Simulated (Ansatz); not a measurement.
# Phonons of Y3PbC (Pm-3m) against volume

Does Y3PbC (Pm-3m) expand much on heating, by its phonons?

Program: Ansatz 0.2.0. Level of theory: DFT PBEsol, scalar-relativistic, plane waves, PAW; PAW set soft_1. Values are calculated unless marked as measured.

## 1. Starting point

The structure is cubic, space group Pm-3m (No. 221). Conventional cell: a = 4.858 Å, b = 4.858 Å, c = 4.858 Å, α = 90.00°, β = 90.00°, γ = 90.00°. Nearest to Y lie 2 C at 2.43 Å and 8 Y at 3.43 Å and 4 Pb at 3.43 Å. Nearest to Pb lie 12 Y at 3.43 Å. C has 6 Y at 2.43 Å nearest. Farther neighbours, and contacts between anions beyond the nearest, are not listed.

## 2. The dispersion

Stability and thermal properties need the whole zone. Linear response on a 2×2×2 q mesh gives force constants as far as a supercell of that size would.

input.yaml reads:

```yaml
crystal:
  lattice:
    - [4.8575543627, 0.0, 0.0]
    - [0.0, 4.8575543627, 0.0]
    - [0.0, 0.0, 4.8575543627]
  atoms:
    - { symbol: "Y", position: [0.5, 0.0, 0.5] }
    - { symbol: "Y", position: [0.0, 0.5, 0.5] }
    - { symbol: "Y", position: [0.5, 0.5, 0.0] }
    - { symbol: Pb, position: [0.0, 0.0, 0.0] }
    - { symbol: C, position: [0.5, 0.5, 0.5] }
kpoints:
  mp_grid: { grid: [8, 8, 8] }
hamiltonian:
  xc: pbesol
  pseudopotentials: { kind: paw, azcp: { folder: soft_1 }, xc_functional: pbe }
scf:
  occupations: { method: methfessel_paxton, width: 0.2 }
output:
  eigenvalues: true
phonons:
  method: dfpt
  qmesh: [2, 2, 2]
  temperatures: { t_max: 1000, t_step: 50 }
  qpath:
    path:
      - [[0.0, 0.0, 0.0], [0.0, 0.5, 0.0], [0.5, 0.5, 0.0], [0.0, 0.0, 0.0], [0.5, 0.5, 0.5], [0.0, 0.5, 0.0]]
      - [[0.5, 0.5, 0.5], [0.5, 0.5, 0.0]]
    npoints: 10
```

Run with:

```console
$ ansatz run input.yaml --threads 4 --pin off --max-ram 10240MiB --backend cpu --events-out ev --progress --plain --runs-dir out
```

What it wrote:

```text
Engine: ansatz 0.2.0, x86_64-unknown-linux-gnu
Pseudopotentials: kind: paw
Pseudopotential: Y, paw, valence charge 11, recommended cutoff 420 eV (normal), soft_1/Y.paw.azcp
Pseudopotential: Pb, paw, valence charge 14, recommended cutoff 420 eV (normal), soft_1/Pb.paw.azcp
Pseudopotential: C, paw, valence charge 4, recommended cutoff 420 eV (normal), soft_1/C.paw.azcp
Functional definition: PBEsol
  exchange = pbesol_x
  correlation = pbesol_c
Crystal: 5 atoms, lattice volume = 114.618 Å³
Basis set: ecut = 420 eV, 2205 PW (Γ), exchange–correlation on 72×72×72 points (8 copies of the dense FFT grid, shifted against one another)
Bands: 31, of which v1, the nominal top of the filled ones, is band 26 counted from 1 (25 counted from 0)
Symmetry: 48 space group operations
k-points: 35 of 512
Non-local potential: Y, projectors of the file, l = 0: 3, l = 1: 2, l = 2: 2, l = 3: 1
Non-local potential: Pb, projectors of the file, l = 0: 2, l = 1: 2, l = 2: 2, l = 3: 1
Non-local potential: C, projectors of the file, l = 0: 2, l = 1: 2, l = 2: 1
PAW form: soft (Blöchl's): semilocal exchange-correlation on the pseudo side does not see the compensation charge
PAW frozen core: Y, regenerated for the run's functional, and the local potential with it (the file was generated under x = pbe(κ = 0.804, μ = 0.219515), c = pbe(β = 0.066725))
PAW frozen core: Pb, regenerated for the run's functional, and the local potential with it (the file was generated under x = pbe(κ = 0.804, μ = 0.219515), c = pbe(β = 0.066725))
PAW frozen core: C, regenerated for the run's functional, and the local potential with it (the file was generated under x = pbe(κ = 0.804, μ = 0.219515), c = pbe(β = 0.066725))
PAW one-centre angular grid: Y, 590 points (default); XC on 64 Gauss nodes
PAW one-centre angular grid: Pb, 590 points (default); XC on 64 Gauss nodes
PAW one-centre angular grid: C, 110 points (default); XC on 64 Gauss nodes
Initial density: superposition of atomic densities (chi_scale 0.1, normalization cell, long waves kept (reshape's long-wave potential 0.00 eV rms))
Initial wavefunctions: pseudopotential atomic-orbital guess
Functional: x = pbesol(κ = 0.804, μ = 0.123457), c = pbesol(β = 0.046)
SCF iter   1: F=—  HF=-23397.244597 eV  |F-HF|=—  |Δ(HF+E_count)|=         —  Δρ=7.10e-2  dr2=1.82e1  ethr=3.10e-3  ⟨swp⟩=5.8  Hψ=4399  notcnv=0
preconditioner: auto → Kerker (q_TF=auto, 2.384 Å⁻¹)  [metal: Δε(μ)=0.022 eV  Ē_g=8.393 eV  σ=0.200 eV  W_gap=0.09  n_scr=26 (ndim 8)  ℏωp=18.0 eV  f_vac=0.000  D(μ)=2.16/eV (n_scr^D=18)]
SCF iter   2: F=—  HF=-23393.654623 eV  |F-HF|=—  |Δ(HF+E_count)|=    3.59e0  S|Δr|=    0.00e0  Δρ=3.17e-2  dr2=4.47e0  ethr=3.10e-3  ⟨swp⟩=3.0  Hψ=2136  notcnv=0  defer=4
SCF iter   3: F=—  HF=-23392.543589 eV  |F-HF|=—  |Δ(HF+E_count)|=    1.11e0  S|Δr|=    0.00e0  Δρ=1.31e-2  dr2=7.11e-1  ethr=3.10e-3  ⟨swp⟩=2.9  Hψ=2100  notcnv=0  defer=6
SCF iter   4: F=—  HF=-23392.331672 eV  |F-HF|=—  |Δ(HF+E_count)|=   2.12e-1  S|Δr|=    0.00e0  Δρ=2.93e-3  dr2=1.10e-2  ethr=1.39e-3  ⟨swp⟩=6.1  Hψ=7310  notcnv=0
automatic band count: the SCF goes on with 36 bands, as 31 were too few: they end inside the smearing window of the response
SCF iter   5: F=—  HF=-23392.330423 eV  |F-HF|=—  |Δ(HF+E_count)|=   1.25e-3  S|Δr|=    0.00e0  Δρ=1.06e-3  dr2=2.41e-3  ethr=2.16e-5  ⟨swp⟩=2.0  Hψ=1803  notcnv=0
SCF iter   6: F=—  HF=-23392.330024 eV  |F-HF|=—  |Δ(HF+E_count)|=   3.99e-4  S|Δr|=    0.00e0  Δρ=2.69e-4  dr2=8.98e-5  ethr=4.73e-6  ⟨swp⟩=2.7  Hψ=1645  notcnv=0
SCF iter   7: F=—  HF=-23392.330011 eV  |F-HF|=—  |Δ(HF+E_count)|=   1.32e-5  S|Δr|=    0.00e0  Δρ=4.28e-5  dr2=2.39e-6  ethr=1.76e-7  ⟨swp⟩=2.0  Hψ=1430  notcnv=0
SCF iter   8: F=—  HF=-23392.330011 eV  |F-HF|=—  |Δ(HF+E_count)|=   3.69e-7  S|Δr|=    0.00e0  Δρ=1.11e-5  dr2=1.53e-7  ethr=4.69e-9  ⟨swp⟩=2.0  Hψ=1466  notcnv=0
SCF iter   9: F=—  HF=-23392.330011 eV  |F-HF|=—  |Δ(HF+E_count)|=   1.39e-8  S|Δr|=    0.00e0  Δρ=2.23e-6  dr2=6.41e-9  ethr=3.00e-10  ⟨swp⟩=1.9  Hψ=1512  notcnv=0
SCF iter  10: F=—  HF=-23392.330011 eV  |F-HF|=—  |Δ(HF+E_count)|=  1.86e-10  S|Δr|=    0.00e0  Δρ=5.63e-7  dr2=3.29e-10  ethr=1.26e-11  ⟨swp⟩=2.2  Hψ=1555  notcnv=0
SCF iter  11: F=—  HF=-23392.330011 eV  |F-HF|=—  |Δ(HF+E_count)|=  3.64e-11  S|Δr|=    0.00e0  Δρ=1.74e-7  dr2=3.41e-11  ethr=1.00e-12  ⟨swp⟩=2.0  Hψ=1614  notcnv=0
SCF iter  12: F=-23392.330011 eV  HF=-23392.330011 eV  |F-HF|=0.00e0  |Δ(HF+E_count)|=  7.28e-12  S|Δr|=    0.00e0  Δρ=3.64e-8  dr2=2.02e-12  ethr=1.00e-12  ⟨swp⟩=10.0  Hψ=5969  notcnv=0
SCF 1 converged in 12 iterations: F = -23392.330011 eV  dr2 = 2.02e-12
  greatest PAW one-centre occupation: 0.992 electrons in one spin orbital (limit 2), on the Y atom at site 2 (counted from 0), in its partial waves of l = 0
phonons: the bands overlap, so this run is a metal and interpolates without the dipole-dipole term. If the crystal is really an insulator or semiconductor, its LO-TO splitting is missing
NSCF: frozen V_eff on 35 k-points
NSCF: frozen V_eff on 125 k-points
DFPT response loops at q = (0, 0, 0) (fractional): preconditioner auto → Kerker (q_TF=auto, 2.384 Å⁻¹) (partly filled bands, converged f_vac=0.000); β = 1.00, the filter's whole step (`scf.mixing.beta` (0.50) is not read by the response loops under this deck's `scf.mixing.preconditioner`; to damp them name `kerker` or `kerker_dos`, under which they read `scf.mixing.beta`, and type it under 1.00, their step now; both keys bind the ground state too); Broyden in place of MSR1
NSCF: frozen V_eff on 250 k-points
DFPT response loops at q = (0, 0, -0.5) (fractional): mixed as the last ones told, above
NSCF: frozen V_eff on 250 k-points
DFPT response loops at q = (0, -0.5, -0.5) (fractional): mixed as the last ones told, above
NSCF: frozen V_eff on 250 k-points
DFPT response loops at q = (-0.5, -0.5, -0.5) (fractional): mixed as the last ones told, above
SCF converged after 12 iterations
Stability not checked: this state was not tested for a lower state beside it, because cold or Methfessel-Paxton smearing, or corrected tetrahedra, fill the levels in a way that the test cannot read (fill_not_monotonic; see scf.lower_state_search)
Free energy (F): -23392.330011 eV
Harris-Foulkes:  -23392.330011 eV  (|F-HF|=0.00e0)
Internal energy: -23392.326113 eV  (E = F + TS)
E sigma→0 (E₀):  -23392.329036 eV
Entropy (-TS):   -0.003898 eV (-0.780 meV/atom)
Fermi energy:    11.994705 eV
--- Per-component energies (eV) ---
  E_band       = -278.059556
  E_kinetic    = 1334.912048
  E_local      = -2610.658218  (includes V_loc(G=0)·N_el)
  E_nonlocal   = 415.710256
  E_hartree    = 900.488057
  E_xc         = -784.360489
  E_vxc        = -813.596026  (∫ρ·V_xc dr)
  E_paw        = -18635.545785  (= ΣΔE_a)
  E_vpaw       = -405.403781  (= ΣTr[D̂ρ^β])
  E_aug_tail   = 0.000073  (compensation charges beyond the density's cutoff)
  E_ewald      = -4013.401646
  E_core_change = 0.529591  (= ΣΔE_core)
  E_smearing   = -0.003898  (= −TS)
  E_closure    = 0.000000  (closes the sum)
  Σ components = -23392.330011   (vs F -23392.330011, Δ=0.00e0)
--- Band table (eV; the first three rows and the last of 35) ---
  k-point 0: bands = [... 22 lower, 10.8542, 10.8542, 11.3407, 11.3407, 11.3407, 12.5623, 12.5623, 12.5623, ... 6 higher]
  k-point 1: bands = [... 22 lower, 10.9462, 11.1202, 11.1202, 11.1378, 11.3871, 11.9297, 12.8954, 12.8954, ... 6 higher]
  k-point 2: bands = [... 22 lower, 10.6107, 10.8193, 10.8193, 11.3312, 11.5118, 12.1180, 13.5395, 13.5395, ... 6 higher]
  k-point 34: bands = [... 22 lower, 10.2007, 10.2007, 10.2007, 12.8730, 12.8730, 12.8730, 13.4579, 13.4579, ... 6 higher]
--- Phonons (Γ-DFPT): 4 representative perturbations + reference (Σ response iterations 12) ---
  ASR residual: 2.868e-5 → 0.000e0 eV/Å²; symmetrization residual: 3.531e-6 eV/Å²
  ASR residual per site (eV/Å²): 7.28e-6 7.28e-6 7.28e-6 2.87e-5 5.21e-6
  Γ frequencies (cm⁻¹): 0.00 0.00 0.00 90.16 90.16 90.16 139.14 139.14 139.14 195.31 195.31 195.31 416.07 416.07 416.07
--- Phonons (arbitrary-q DFPT): 4 irreducible q on the 2×2×2 mesh ---
  q = [0.0000, 0.0000, 0.0000] (star 1, of the zone-centre solve; hermiticity 6.30e-7, symmetrization 8.42e-13): -0.00 0.00 0.00 90.16 90.16 90.16 139.14 139.14 139.14 195.31 195.31 195.31 416.07 416.07 416.07
  q = [0.0000, 0.0000, -0.5000] (star 3, 9 solved perturbations in 975 linear systems a pass and spin channel, the states on 125 of 512 k-point pairs; hermiticity 4.63e-7, symmetrization 1.33e-12): 67.93 67.93 78.01 92.16 92.16 102.90 125.12 130.21 130.21 182.63 182.63 207.05 398.36 398.36 499.11
  q = [0.0000, -0.5000, -0.5000] (star 3, 9 solved perturbations in 975 linear systems a pass and spin channel, the states on 125 of 512 k-point pairs; hermiticity 3.38e-7, symmetrization 3.72e-13): 50.70 70.47 70.47 74.57 119.17 119.17 126.91 126.91 135.81 157.96 183.64 234.69 411.79 478.29 478.29
  q = [-0.5000, -0.5000, -0.5000] (star 1, 4 solved perturbations in 350 linear systems a pass and spin channel, the states on 125 of 512 k-point pairs; hermiticity 2.17e-7, symmetrization 1.92e-12): 71.12 71.12 71.12 73.29 73.29 73.29 159.88 159.88 159.88 190.75 190.75 260.72 473.96 473.96 473.96
  sum rule: each row above includes the acoustic sum rule's correction from the zone centre's row sums; it moved no ω² by more than (0.34 cm⁻¹)²
  mesh force constants: q→R imaginary residual 3.65e-18; ASR residual 2.868e-5 → 0.000e0 eV/Å²; symmetrization residual 1.243e-14 eV/Å²
  interpolated dispersion: 62 rows × 15 modes
  density of states and harmonic sums: on the 14×14×14 q-mesh, interpolated from the force constants of a 2×2×2 supercell (no non-analytic term)
  largest difference from the sums on the solved wave vectors: F 8.01e-2 eV, S 1.12e-4 and C_V 3.22e-5 eV/K
  zero-point energy: 0.174132 eV/cell   skipped modes (ω ≤ 0): 3   left out of the sums: 7.29e-5 of the cell's modes: C_V's classical limit lies that fraction below 3 k_B per atom; for a crystal, a wire or a layer, F and S can be off by more, and a phonons.interpolated_qmesh denser along its periods is the remedy for the sampling
```

Run time: 3 min. Hardware: 4 threads of Intel Xeon Platinum 8488C (Sapphire Rapids), shared host; peak memory 1.5 GiB.

Read from the output:

* volume per atom: 22.92 Å³
* gap on the k-mesh: 0 eV
* sum-rule residual before enforcement: 2.87e-5 eV/Å²
* lowest frequency on the path: 0 cm⁻¹
* point group: m-3m
* highest frequency on path, mesh or solved points: 499.1 cm⁻¹
* mean frequency: 187.3 cm⁻¹
* Debye temperature (second moment): 431 K
* logarithmic mean frequency: 148.2 cm⁻¹
* highest optical mode at the zone centre (no LO-TO term): 416.1 cm⁻¹
* lowest optical zone-centre mode: 90.16 cm⁻¹
* lowest mode on the q mesh (acoustic modes at Γ apart): 50.7 cm⁻¹
* zero-point energy per atom: 34.83 meV
* heat capacity at 300 K: 22.76 J/(mol atoms K)
* vibrational entropy at 300 K: 34.65 J/(mol atoms K)
* edges of the widest gap between branches, on path and mesh: 260.7, 398.4 cm⁻¹

Frequencies (cm⁻¹) solved at each irreducible wavevector; negative means imaginary. Frequencies by wavevector, by row:

| q in reciprocal lattice units | star | mode 1 | mode 2 | mode 3 | mode 4 | mode 13 | mode 14 | mode 15 |
| --- | --- | --- | --- | --- | --- | --- | --- | --- |
| 0 0 0 | 1 | 0 | 0 | 0 | 90.2 | 416.1 | 416.1 | 416.1 |
| 0 0 -0.5 | 3 | 67.9 | 67.9 | 78 | 92.2 | 398.4 | 398.4 | 499.1 |
| 0 -0.5 -0.5 | 3 | 50.7 | 70.5 | 70.5 | 74.6 | 411.8 | 478.3 | 478.3 |
| -0.5 -0.5 -0.5 | 1 | 71.1 | 71.1 | 71.1 | 73.3 | 474 | 474 | 474 |

Symmetry leaves 4 wavevectors to solve. The lowest mode among them, the acoustic zeros apart, lies at q = (0, -0.5, -0.5) and is real, 50.7 cm⁻¹.

## 3. Relaxing at another volume, volume ratio 0.97

The volume is scaled by 0.97 and held; symmetry leaves nothing to relax, so this is a single point. The modes can then be followed against volume.

input.yaml, the sections that differ from step 2:

```yaml
crystal:
  lattice:
    - [4.8084848022, 0.0, 0.0]
    - [0.0, 4.8084848022, 0.0]
    - [0.0, 0.0, 4.8084848022]
  atoms:
    - { symbol: "Y", position: [0.5, 0.0, 0.5] }
    - { symbol: "Y", position: [0.0, 0.5, 0.5] }
    - { symbol: "Y", position: [0.5, 0.5, 0.0] }
    - { symbol: Pb, position: [0.0, 0.0, 0.0] }
    - { symbol: C, position: [0.5, 0.5, 0.5] }
output:
  forces: true
  stress: true
  eigenvalues: true
# kpoints, hamiltonian, scf: as in step 2
# phonons: removed
```

What it wrote:

```text
[...]
Crystal: 5 atoms, lattice volume = 111.180 Å³
Basis set: ecut = 420 eV, 2109 PW (Γ), exchange–correlation on 72×72×72 points (8 copies of the dense FFT grid, shifted against one another)
Bands: 31, of which v1, the nominal top of the filled ones, is band 26 counted from 1 (25 counted from 0)
Symmetry: 48 space group operations
[...]
k-points: 35 of 512
[...]
k-point 0: bands = [... 22 lower, 11.3291, 11.3291, 11.7197, 11.7197, 11.7197, 13.0168, 13.0168, 13.0168, ... 1 higher]
  k-point 1: bands = [... 22 lower, 11.3374, 11.5118, 11.5118, 11.5765, 11.7667, 12.4055, 13.3477, 13.3477, ... 1 higher]
  k-point 2: bands = [... 22 lower, 11.0245, 11.2501, 11.2501, 11.7344, 11.8933, 12.5800, 14.0001, 14.0001, ... 1 higher]
  k-point 34: bands = [... 22 lower, 10.6258, 10.6258, 10.6258, 13.3294, 13.3294, 13.3294, 13.9093, 13.9093, ... 1 higher]
[key lines of the parts left out:]
SCF converged after 9 iterations
Free energy (F): -23392.301445 eV
Fermi energy:    12.408012 eV
P = ⅓ Tr σ = 2.7320 GPa (27.320 kbar)
```

The job ended after 1.5 s (4 threads; peak memory 0.54 GiB).

This step gave:

| Quantity | Value |
| --- | --- |
| pressure | 2.732 GPa |
| volume per atom | 22.24 Å³ |

The run ends at a pressure of 2.73 GPa.

## 4. Phonons at the other volume, volume ratio 0.97

The phonons are repeated at this volume on the same meshes, so that differences come from the volume alone.

input.yaml, as its differences from that of step 3:

```diff
@@ -19,4 +19,11 @@
 output:
-  forces: true
-  stress: true
   eigenvalues: true
+phonons:
+  method: dfpt
+  qmesh: [2, 2, 2]
+  temperatures: { t_max: 1000, t_step: 50 }
+  qpath:
+    path:
+      - [[0.0, 0.0, 0.0], [0.0, 0.5, 0.0], [0.5, 0.5, 0.0], [0.0, 0.0, 0.0], [0.5, 0.5, 0.5], [0.0, 0.5, 0.0]]
+      - [[0.5, 0.5, 0.5], [0.5, 0.5, 0.0]]
+    npoints: 10
```

What it wrote:

```text
[...]
Crystal: 5 atoms, lattice volume = 111.180 Å³
Basis set: ecut = 420 eV, 2109 PW (Γ), exchange–correlation on 72×72×72 points (8 copies of the dense FFT grid, shifted against one another)
Bands: 31, of which v1, the nominal top of the filled ones, is band 26 counted from 1 (25 counted from 0)
Symmetry: 48 space group operations
k-points: 35 of 512
[...]
SCF iter   1: F=—  HF=-23397.406676 eV  |F-HF|=—  |Δ(HF+E_count)|=         —  Δρ=7.40e-2  dr2=1.88e1  ethr=3.10e-3  ⟨swp⟩=5.7  Hψ=4479  notcnv=0
[...]
SCF iter  12: F=-23392.301445 eV  HF=-23392.301445 eV  |F-HF|=0.00e0  |Δ(HF+E_count)|=  1.09e-11  S|Δr|=    0.00e0  Δρ=2.54e-8  dr2=8.74e-13  ethr=1.00e-12  ⟨swp⟩=7.6  Hψ=4842  notcnv=0
SCF 1 converged in 12 iterations: F = -23392.301445 eV  dr2 = 8.74e-13
[...]
NSCF: frozen V_eff on 35 k-points
[...]
SCF converged after 12 iterations
[...]
Free energy (F): -23392.301445 eV
[...]
Internal energy: -23392.297303 eV  (E = F + TS)
E sigma→0 (E₀):  -23392.300410 eV
Entropy (-TS):   -0.004142 eV (-0.828 meV/atom)
Fermi energy:    12.408014 eV
[...]
--- Band table (eV; the first three rows and the last of 35) ---
  k-point 0: bands = [... 22 lower, 11.3291, 11.3291, 11.7197, 11.7197, 11.7197, 13.0168, 13.0168, 13.0168, ... 1 higher]
  k-point 1: bands = [... 22 lower, 11.3374, 11.5118, 11.5118, 11.5765, 11.7667, 12.4055, 13.3477, 13.3477, ... 1 higher]
  k-point 2: bands = [... 22 lower, 11.0245, 11.2501, 11.2501, 11.7344, 11.8933, 12.5800, 14.0001, 14.0001, ... 1 higher]
  k-point 34: bands = [... 22 lower, 10.6258, 10.6258, 10.6258, 13.3294, 13.3294, 13.3294, 13.9093, 13.9093, ... 1 higher]
[...]
ASR residual: 1.875e-5 → 0.000e0 eV/Å²; symmetrization residual: 3.682e-6 eV/Å²
  ASR residual per site (eV/Å²): 5.90e-6 5.90e-6 5.90e-6 1.87e-5 1.29e-5
[...]
--- Phonons (arbitrary-q DFPT): 4 irreducible q on the 2×2×2 mesh ---
[...]
interpolated dispersion: 62 rows × 15 modes
[...]
```

Wall time 2.9 min (4 threads); peak memory 1.5 GiB.

Numbers from this step:

```yaml
sum_rule_residual_before_enforcement: 1.87e-5 eV/Å²
highest_frequency_on_path_mesh_or_solved_points: 519.0 cm⁻¹
mean_frequency: 195.2 cm⁻¹
debye_temperature_second_moment: 450 K
logarithmic_mean_frequency: 154.2 cm⁻¹
highest_optical_mode_at_the_zone_centre_no_lo_to_term: 437.4 cm⁻¹
lowest_optical_zone_centre_mode: 95.72 cm⁻¹
lowest_mode_on_the_q_mesh_acoustic_modes_at_gamma_apart: 53.2 cm⁻¹
zero_point_energy_per_atom: 36.3 meV
heat_capacity_at_300_k: 22.60 J/(mol atoms K)
vibrational_entropy_at_300_k: 33.75 J/(mol atoms K)
edges_of_the_widest_gap_between_branches_on_path_and_mesh: 272.5, 418.6 cm⁻¹
```

Frequencies (cm⁻¹) solved at each irreducible wavevector; negative means imaginary. Frequencies by wavevector, by row:

| q in reciprocal lattice units | star | mode 1 | mode 2 | mode 3 | mode 4 | mode 13 | mode 14 | mode 15 |
| --- | --- | --- | --- | --- | --- | --- | --- | --- |
| 0 0 0 | 1 | 0 | 0 | 0 | 95.7 | 437.4 | 437.4 | 437.4 |
| 0 0 -0.5 | 3 | 70.8 | 70.8 | 82.2 | 95.7 | 418.6 | 418.6 | 519 |
| 0 -0.5 -0.5 | 3 | 53.2 | 72.9 | 72.9 | 78.7 | 434.3 | 498.5 | 498.5 |
| -0.5 -0.5 -0.5 | 1 | 73.4 | 73.4 | 73.4 | 75.7 | 494.4 | 494.4 | 494.4 |

The highest optical mode at the zone centre (no LO-TO term) is 437.4 cm⁻¹, +21.3 cm⁻¹ against the base run.

## 5. Relaxing at another volume, volume ratio 1.03

The volume is scaled by 1.03 and held; symmetry leaves nothing to relax, so this is a single point. The modes can then be followed against volume.

input.yaml, the sections that differ from step 4:

```yaml
crystal:
  lattice:
    - [4.9056520884, 0.0, 0.0]
    - [0.0, 4.9056520884, 0.0]
    - [0.0, 0.0, 4.9056520884]
  atoms:
    - { symbol: "Y", position: [0.5, 0.0, 0.5] }
    - { symbol: "Y", position: [0.0, 0.5, 0.5] }
    - { symbol: "Y", position: [0.5, 0.5, 0.0] }
    - { symbol: Pb, position: [0.0, 0.0, 0.0] }
    - { symbol: C, position: [0.5, 0.5, 0.5] }
output:
  forces: true
  stress: true
  eigenvalues: true
# kpoints, hamiltonian, scf: as in step 4
# phonons: removed
```

What it wrote:

```text
[...]
Crystal: 5 atoms, lattice volume = 118.057 Å³
Basis set: ecut = 420 eV, 2325 PW (Γ), exchange–correlation on 72×72×72 points (8 copies of the dense FFT grid, shifted against one another)
Bands: 31, of which v1, the nominal top of the filled ones, is band 26 counted from 1 (25 counted from 0)
Symmetry: 48 space group operations
[...]
k-points: 35 of 512
[...]
k-point 0: bands = [... 22 lower, 10.4445, 10.4445, 10.9812, 10.9812, 10.9812, 12.1337, 12.1337, 12.1337, ... 1 higher]
  k-point 1: bands = [... 22 lower, 10.5765, 10.7258, 10.7521, 10.7521, 11.0269, 11.4772, 12.4685, 12.4685, ... 1 higher]
  k-point 2: bands = [... 22 lower, 10.2098, 10.4253, 10.4253, 10.9504, 11.1498, 11.6805, 13.1035, 13.1035, ... 1 higher]
  k-point 34: bands = [... 22 lower, 9.8028, 9.8028, 9.8028, 12.4414, 12.4414, 12.4414, 13.0296, 13.0296, ... 1 higher]
[key lines of the parts left out:]
SCF converged after 9 iterations
Free energy (F): -23392.304205 eV
Fermi energy:    11.604063 eV
P = ⅓ Tr σ = -2.3462 GPa (-23.462 kbar)
```

Elapsed: 1.6 s, on 4 threads; peak memory 0.55 GiB; 5.5 s of CPU time.

Numbers from this step:

```yaml
pressure: -2.346 GPa
volume_per_atom: 23.61 Å³
```

The run ends at a pressure of -2.35 GPa.

[end of part 1 of 2]

[Long decimals in the printed logs are rounded to 6 places.]

[Logs are printed without paths, hosts, clocks, repeated set-up lines and the standing remarks that a program may print on its own settings, such as how far it seeks lower states.]

[Hosts, paths, dates, database ids (printed as entryN), source tags and the programs' standing remarks are cut or masked in the printed files.]

[Where the starting crystal was built by hand or by swapping elements, it need not be the compound's stable phase.]
